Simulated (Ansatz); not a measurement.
# How many bands does the GW gap of TiO2 (I4/m) need?, part 2 of 2

Aim: see how the G0W0 gap of TiO2 (I4/m) on LDA moves with empty bands and screening cutoff, and what each rung costs.

Ansatz 0.2.0; G0W0 on LDA, plane waves, PAW; PAW set soft_1. Known limits of the many-body steps: not at the basis limit.

So far. Step 4 (783 empty bands, screening to 180 eV): Against the run with 4×4×4 mesh, 364 empty bands, screening to 108 eV, PAW set soft_1 files, the gap moves by +0.05 eV.

### 5. Changing the frequency model: 4×4×4 mesh, 364 empty bands, screening to 108 eV, plasmon pole, PAW set soft_1 files

A plasmon pole stands in for the full frequency dependence of the screening; this run shows what that costs in accuracy. Bands and cutoff differ from the step before, so it is read against an earlier run that matches them.

File input.yaml:

```yaml
crystal:
  lattice:
    - [-4.3507577183, 4.3507577183, 1.8875555959]
    - [4.3507577183, -4.3507577183, 1.8875555959]
    - [4.3507577183, 4.3507577183, -1.8875555959]
  atoms:
    - { symbol: Ti, position: [0.2922817, 0.00285525, 0.29513695] }
    - { symbol: Ti, position: [0.00285525, 0.7077183, 0.71057354] }
    - { symbol: Ti, position: [0.99714475, 0.2922817, 0.28942646] }
    - { symbol: Ti, position: [0.7077183, 0.99714475, 0.70486305] }
    - { symbol: O, position: [0.49886382, 0.15078472, 0.64964854] }
    - { symbol: O, position: [0.16166201, 0.8403974, 0.00205942] }
    - { symbol: O, position: [0.15078471, 0.50113618, 0.65192089] }
    - { symbol: O, position: [0.15960259, 0.16166201, 0.32126461] }
    - { symbol: O, position: [0.8403974, 0.83833799, 0.67873539] }
    - { symbol: O, position: [0.84921528, 0.49886382, 0.34807911] }
    - { symbol: O, position: [0.83833799, 0.15960259, 0.99794058] }
    - { symbol: O, position: [0.50113618, 0.84921529, 0.35035146] }
kpoints:
  mp_grid: { grid: [4, 4, 4] }
hamiltonian:
  xc: lda
  pseudopotentials: { kind: paw, azcp: { folder: soft_1 }, xc_functional: pbe }
scf:
  occupations: { method: fixed }
gw:
  n_empty_bands: 364
  ecut_chi: 108
  qp_bands: [v4, c4]
  qp_kpoints: band_edges
  screening: { model: godby_needs }
```

Run with:

```
$ ansatz run input.yaml --threads 3 --pin off --max-ram 92160MiB --backend cuda --events-out ev --progress --plain --runs-dir out --devices 1 --max-vram 13GiB
```

Numbers of over 12 decimals in the logs are rounded to 6 here.

The log of the run:

```text
GPUs: using 1 of 1 available (devices: 1).
[...]
GPU FFT provider: cuFFT
GPU libraries: cuBLAS 13.8.2, cuFFT 12.4.0, cuSOLVER 12.3.4
Crystal: 12 atoms, lattice volume = 142.919 Å³
Basis set: ecut = 420 eV, 2795 PW (Γ)
Bands: 60, of which v1, the nominal top of the filled ones, is band 48 counted from 1 (47 counted from 0)
Symmetry: 8 space group operations
[...]
k-points: 14 of 64
[...]
0    52      9.4066   -14.1387    -6.8647   -22.8960  0.7726    11.3211    11.2992  root
[...]
13    49      9.1695   -13.2723    -6.9507   -22.0760  0.7755    11.0416    11.0225  root
    13    50      9.1695   -13.2723    -6.9507   -22.0760  0.7755    11.0416    11.0225  root
    13    51      9.2207   -13.7300    -6.1813   -21.6540  0.7793    10.9790    10.9633  root
    13    52      9.4164   -13.6432    -7.3560   -22.9470  0.7720    11.3922    11.3643  root
[key lines of the parts left out:]
SCF converged after 11 iterations
Free energy (F): -14260.244539 eV
Fermi energy:    6.372895 eV
```

It took 97 s on 1 × NVIDIA H100 80GB HBM3 (shared by 6 runs) with 3 threads of AMD EPYC 7R13 (Zen 3), shared host; peak memory 2.9 GiB.

Numbers from this step:

```
bands summed                                 : 412
plasmon-pole fit frequency                   : 30.43 eV
RPA ε∞ on this mesh (eigenvalues)            : 6.157, 6.157, 6.243
plane waves in the screening matrix          : 371
G0W0 gap on the mesh                         : 3.217 eV
k of the valence top                         : -0.5, -0.5, -0.5
k of the conduction bottom                   : 0, 0, 0
starting gap on the mesh                     : 1.526 eV
least direct G0W0 gap on the computed points : 4.027 eV
```

Against the run with 4×4×4 mesh, 364 empty bands, screening to 108 eV, PAW set soft_1 files, the gap moves by +0.003 eV.

### 6. Changing the files: 4×4×4 mesh, 364 empty bands, screening to 108 eV, hard PAW files

Other atomic data (hard PAW) test the pseudisation: the cutoff goes from 420 to 930 eV, with the same valence electrons.

This step: G0W0 on LDA, plane waves, PAW.

Changes to input.yaml since step 5:

```diff
@@ -22,3 +22,3 @@
   xc: lda
-  pseudopotentials: { kind: paw, azcp: { folder: soft_1 }, xc_functional: pbe }
+  pseudopotentials: { kind: paw, source: ansatz }
 scf:
@@ -30,2 +30,2 @@
   qp_kpoints: band_edges
-  screening: { model: godby_needs }
+  screening: { model: contour_deformation }
```

The log of the run:

```text
GPUs: using 1 of 1 available (devices: 1).
[...]
GPU FFT provider: cuFFT
GPU libraries: cuBLAS 13.8.2, cuFFT 12.4.0, cuSOLVER 12.3.4
Crystal: 12 atoms, lattice volume = 142.919 Å³
Basis set: ecut = 930 eV, 9205 PW (Γ)
Bands: 60, of which v1, the nominal top of the filled ones, is band 48 counted from 1 (47 counted from 0)
Symmetry: 8 space group operations
[...]
k-points: 14 of 64
[...]
0    52      9.4063   -14.1158    -7.0578   -22.8624  0.7140    11.1705    11.0951  root
[...]
13    49      9.1689   -13.2497    -7.1296   -22.0419  0.7177    10.9038    10.8316  root
    13    50      9.1689   -13.2497    -7.1296   -22.0419  0.7177    10.9038    10.8316  root
    13    51      9.2189   -13.7063    -6.3362   -21.6190  0.7260    10.8534    10.7954  root
    13    52      9.4156   -13.6199    -7.5744   -22.9127  0.7082    11.2197    11.1339  root
[key lines of the parts left out:]
SCF converged after 12 iterations
Free energy (F): -14260.644380 eV
Fermi energy:    6.374339 eV
```

It took 99 s on 1 × NVIDIA H100 80GB HBM3 (shared by 6 runs) with 3 threads; peak memory 2.5 GiB.

This step gave:

| Property | Result |
| --- | --- |
| bands summed | 412 |
| RPA ε∞ on this mesh (eigenvalues) | 6.162, 6.162, 6.248 |
| plane waves in the screening matrix | 371 |
| G0W0 gap on the mesh | 3.212 eV |
| k of the valence top | -0.5, -0.5, -0.5 |
| k of the conduction bottom | 0, 0, 0 |
| starting gap on the mesh | 1.518 eV |
| least direct G0W0 gap on the computed points | 3.990 eV |

Against the run with 4×4×4 mesh, 364 empty bands, screening to 108 eV, PAW set soft_1 files, the gap moves by −0.002 eV.

### 7. Side by side

Times are wall times on 1 × NVIDIA H100 80GB HBM3 (shared by 6 runs) with 3 threads of AMD EPYC 7R13 (Zen 3), shared host, good to a factor of about two.

| mesh | files | frequency | bands summed | cutoff (eV) | start (eV) | G0W0 (eV) | time | host memory (GiB) |
| --- | --- | --- | --- | --- | --- | --- | --- | --- |
| 4×4×4 | PAW set soft_1 | contour deformation | 176 | 54 | 1.526 | 3.385 | 29 s | 1.2 |
| 4×4×4 | PAW set soft_1 | contour deformation | 412 | 108 | 1.526 | 3.214 | 45 s | 1.7 |
| 4×4×4 | PAW set soft_1 | contour deformation | 831 | 180 | 1.526 | 3.260 | 1.9 min | 3.1 |
| 4×4×4 | PAW set soft_1 | plasmon pole | 412 | 108 | 1.526 | 3.217 | 97 s | 2.9 |
| 4×4×4 | hard PAW | contour deformation | 412 | 108 | 1.518 | 3.212 | 99 s | 2.5 |

How the two edges are built up, in eV (the quasiparticle level is the starting level plus Σx plus Σc less Vxc):

| run | edge | start | Σx | Σc | Vxc | Z | QP |
| --- | --- | --- | --- | --- | --- | --- | --- |
| 176 bands | valence top | 6.37 | -25.82 | 4.72 | -21.26 | 0.72 | 6.53 |
| 176 bands | conduction bottom | 7.90 | -12.62 | -5.86 | -20.51 | 0.75 | 9.92 |
| 412 bands | valence top | 6.37 | -25.82 | 4.47 | -21.26 | 0.72 | 6.29 |
| 412 bands | conduction bottom | 7.90 | -12.62 | -6.28 | -20.51 | 0.74 | 9.50 |
| 831 bands | valence top | 6.37 | -25.82 | 4.24 | -21.26 | 0.71 | 6.05 |
| 831 bands | conduction bottom | 7.90 | -12.62 | -6.47 | -20.51 | 0.74 | 9.31 |

### 8. Outcome

```json
{
  "176 bands, 54 eV": "3.385 eV",
  "412 bands, 108 eV": "3.214 eV",
  "831 bands, 180 eV": "3.260 eV",
  "mesh and start": "4×4×4, LDA"
}
```

In words: From 176 to 831 bands the gap moves by −0.12 eV while the time grows 3.9-fold. Σc changes by −0.48 eV at the valence top and −0.61 eV at the conduction bottom, so the levels themselves move more than the gap between them. The gap turns back along the series, so no limit is drawn from it. The plasmon-pole model gives +0.003 eV against contour deformation, 0 % of the correction (the least direct gap moves by +0.04 eV), and saved no time in this program. Hard PAW files move the gap by −0.002 eV at equal bands and cutoff, −0.01 eV of it in the start.

[Paths, hosts, dates, memory and timing lines, banners, echoed tables and standing remarks are left out of the program output.]

[Logs are printed without paths, hosts, clocks, repeated set-up lines and the standing remarks that a program may print on its own settings, such as how far it seeks lower states.]

[Runs of the session that timed out or met a known fault of the program may be left out.]

[Cells called generated may have been cut or substituted from an entry of the Crystallography Open Database or the Materials Project.]

[Hosts, paths, dates, database ids (printed as entryN), source tags and the programs' standing remarks are cut or masked in the printed files.]
